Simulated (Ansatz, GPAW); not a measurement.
# Screening of a field by 1T-SiSTe under 2H-WSTe, AA, part 3 of 3

How does 1T-SiSTe under 2H-WSTe, AA screen a perpendicular field?

GPAW 26.7.0 and Ansatz 0.2.0; Ansatz plane waves; layer without images along its normal, relaxation of atoms and in-plane cell, with D3(BJ) dispersion (the session's first sound run).

So far. Step 5 (Field on): The dipole is now -0.154 e Å, against -0.085 in the run without a field. Step 8 (In a field): The dipole is now -0.0147 e Å, against -0.085 in the run without a field.

## 9. In a field (continued)

Level of this step: GPAW, PAW setups; slab in vacuum (GPAW).

The electrostatic potential energy of an electron (without an applied field's), less the Fermi level, planar mean oscillates, so the rows of the table below give means over windows of 1 Å about each position, cut where the curve ends. Its maxima inside the range that stand out by 2 % of the span (Å: eV): 8.0: -3.30, 9.4: -7.68, 11.6: 4.07, 14.8: -5.23, 16.5: -7.89. Its minima: 7.0: -22.1, 8.8: -12.8, 10.0: -17.1, 13.8: -23.4, 15.7: -21.0, 17.2: -17.3.

The electrostatic potential energy of an electron (without an applied field's), less the Fermi level, planar mean by z; means over each step:

z (Å), electrostatic potential energy of an electron (without an applied field's), less the Fermi level, planar mean (eV) and a bar from the least value:
```
        0        5.1 ##############################
        1        5.3 ##############################
        2        5.3 ##############################
        3        5.3 ##############################
        4        5.3 ##############################
        5        5.0 ##############################
        6       -0.2 #######################
        7      -17.2 #
        8       -5.7 ################
        9      -10.4 ##########
       10      -12.4 #######
       11        1.4 #########################
       12        3.6 ############################
       13       -4.4 #################
       14      -17.7 
       15       -9.4 ###########
       16      -15.7 ###
       17      -12.6 #######
       18       -0.1 #######################
       19        4.1 ############################
       20        4.3 #############################
       21        4.3 #############################
       22        4.3 #############################
       23        4.3 #############################
       24        4.4 #############################
```

The dipole is now 0.0550 e Å, against -0.085 in the run without a field.

## 10. Field on

Contents of run.py:

```python
import json
import numpy as np
from ase import Atoms
from gpaw import GPAW, PW
from gpaw.external import ConstantElectricField

slab = Atoms(
    ['Te', 'Si', 'S', 'Te', 'W', 'S'],
    positions=[
        [1.70452, 0.98411, 7.00000],
        [-0.00000, -0.00000, 8.79250],
        [-0.00000, 1.96821, 10.04901],
        [-0.00000, 1.96821, 13.81875],
        [-0.00000, -0.00000, 15.70762],
        [-0.00000, 1.96821, 17.16198]],
    cell=[[3.40905, 0.0, -0.0], [-1.70452, 2.95232, 0.0], [-0.0, 0.0, 24.162]],
    pbc=[True, True, False])

slab.calc = GPAW(mode=PW(400), xc='PBE', kpts={'size': (9, 9, 1), 'gamma': True},
                 occupations={'name': 'fermi-dirac', 'width': 0.05}, nbands='200%',
                 convergence={'density': 1e-05}, maxiter=200,
                 poissonsolver={'dipolelayer': 'xy'},
                 external=ConstantElectricField(0.3, [0, 0, 1]),
                 symmetry={'tolerance': 1e-3}, txt='slab.txt')
result = {}
energy = slab.get_potential_energy()
fermi = slab.calc.get_fermi_level()
v = slab.calc.get_electrostatic_potential().mean((0, 1)) - fermi
n = slab.calc.get_pseudo_density().mean((0, 1))
L = slab.cell[2, 2]
z = np.arange(len(v)) * L / len(v)
low, high = slab.positions[:, 2].min(), slab.positions[:, 2].max()
below, above = np.interp([low - 4.8, high + 4.8], z, v)
slopes = [np.interp(x, z, np.gradient(v, z)) for x in (low - 4.8, high + 4.8)]
eps = np.array([[slab.calc.get_eigenvalues(k, s) for k in range(len(slab.calc.get_ibz_k_points()))]
                for s in range(slab.calc.get_number_of_spins())]) - fermi
top, bottom = eps[eps < 0].max(), eps[eps > 0].min()
dipole = slab.get_dipole_moment()[2]
print(f'energy {energy:.4f} eV, Fermi level {fermi:.4f} eV, dipole {dipole:.5f} e A')
print(f'potential 4.8 A off the faces, from the Fermi level: lower {below:.4f} eV, upper {above:.4f} eV')
print(f'slope of the potential there: lower {slopes[0]:.5f}, upper {slopes[1]:.5f} eV/A')
print(f'nearest levels on the mesh: {top:.4f} and {bottom:.4f} eV')
print('magnetic moment', round(slab.get_magnetic_moment(), 3))
result.update(energy=energy, fermi=fermi, dipole=dipole, below=below, above=above, slopes=slopes, edges=[top, bottom],
              z=z.tolist(), v=v.tolist(), n=n.tolist(), positions=slab.positions.tolist(),
              forces=slab.get_forces(apply_constraint=False).tolist(), moments=slab.get_magnetic_moments().tolist())
json.dump(result, open('result.json', 'w'))
```

Started as:

```
OMP_NUM_THREADS=1 OPENBLAS_NUM_THREADS=1 python run.py
```

What it wrote:

```text
energy -32.8810 eV, Fermi level 1.9474 eV, dipole 0.12485 e A
potential 4.8 A off the faces, from the Fermi level: lower 5.9827 eV, upper 3.7383 eV
slope of the potential there: lower -0.00034, upper -0.00005 eV/A
nearest levels on the mesh: -0.0060 and 0.0176 eV
magnetic moment 0.0
```

Elapsed: 1.9 min, on 1 thread of Intel Xeon Platinum 8375C at 2.90GHz (Ice Lake), shared host; peak memory 0.39 GiB.

The electrostatic potential energy of an electron (without an applied field's), less the Fermi level, planar mean oscillates, so the rows of the table below give means over windows of 1 Å about each position, cut where the curve ends. Its maxima inside the range that stand out by 2 % of the span (Å: eV): 1.1: 5.98, 8.0: -2.89, 9.4: -7.41, 11.6: 4.12, 14.8: -5.49, 16.5: -8.32. Its minima: 7.0: -21.6, 8.8: -12.4, 10.0: -16.9, 13.8: -23.5, 15.7: -21.4, 17.2: -17.8.

The electrostatic potential energy of an electron (without an applied field's), less the Fermi level, planar mean by z; means over each step:

```tsv
z (Å)	electrostatic potential energy of an electron (without an applied field's), less the Fermi level, planar mean (eV)
0	5.56
1	5.98
2	5.98
3	5.98
4	5.96
5	5.61
6	0.378
7	-16.7
8	-5.28
9	-10.1
10	-12.2
11	1.50
12	3.66
13	-4.51
14	-17.9
15	-9.64
16	-16.1
17	-13.1
18	-0.672
19	3.55
20	3.73
21	3.74
22	3.74
23	3.74
24	3.93
```

The dipole is now 0.125 e Å, against -0.085 in the run without a field.

## 11. The series

The members are put on one axis.

This step: induced dipole against applied field (GPAW 26.7.0).

Table of dipole along the normal by field:

```tsv
field (V/Å)	dipole along the normal (e·Å)
-0.200	-0.223
-0.100	-0.154
-0.050	-0.119
0.000	-0.0850
0.050	-0.0495
0.100	-0.0147
0.200	0.0550
0.300	0.125
```

## 12. A changed run

One more run, with changed settings.

This step: GPAW, PAW setups; slab in vacuum (GPAW 26.7.0).

Edit run.py of step 10 so:

```diff
@@ -4,3 +4,2 @@
 from gpaw import GPAW, PW
-from gpaw.external import ConstantElectricField
 
@@ -20,5 +19,4 @@
                  occupations={'name': 'fermi-dirac', 'width': 0.05}, nbands='200%',
-                 convergence={'density': 1e-05}, maxiter=200,
+                 convergence={'density': 1e-05}, maxiter=3,
                  poissonsolver={'dipolelayer': 'xy'},
-                 external=ConstantElectricField(0.3, [0, 0, 1]),
                  symmetry={'tolerance': 1e-3}, txt='slab.txt')
```

What it wrote:

```text
gpaw.KohnShamConvergenceError
```

It took 8.8 s on 1 thread; peak memory 0.24 GiB.

No converged result was reached; the numbers in the log don't describe the system.

The fault put into the input: too few SCF iterations (maxiter = 3).

## 13. What came out

| Item | Value |
| --- | --- |
| work function, upper and lower face | 5.549 and 4.034 eV |
| dipole along the normal | -0.0850 e Å |
| induced dipole per field | 0.695 e Å per V/Å |
| out-of-plane polarisability per area, α/(ε0 A) | 12.5 Å |

**Reading.** The field induces 0.695 e Å per V/Å, a polarisable thickness α/(ε0 A) of 12.5 Å beside 10.2 Å between the outermost nuclei. A perfect conductor would give the distance between its two image planes; a dielectric of thickness t gives t(1 - 1/ε). The two faces differ by 1.5 eV, the step that the slab's dipole makes (e p/(ε0 A) gives 1.5 eV), so the dipole layer is needed. The induced dipole is linear in the field over this range. The layers' spacing was relaxed with a D3(BJ) dispersion term, which the later single points do not need. The two layers were forced onto one 1×1 cell, so each is strained from its own lattice constant, in some pairs by much; the numbers describe this forced stack. The layer's cell and atoms come from the relaxation; spin-orbit coupling and temperature are left out.

[Logs are printed without paths, hosts, clocks, repeated set-up lines and the standing remarks that a program may print on its own settings, such as how far it seeks lower states.]

[Hosts, paths, dates, database ids (printed as entryN), source tags and the programs' standing remarks are cut or masked in the printed files.]
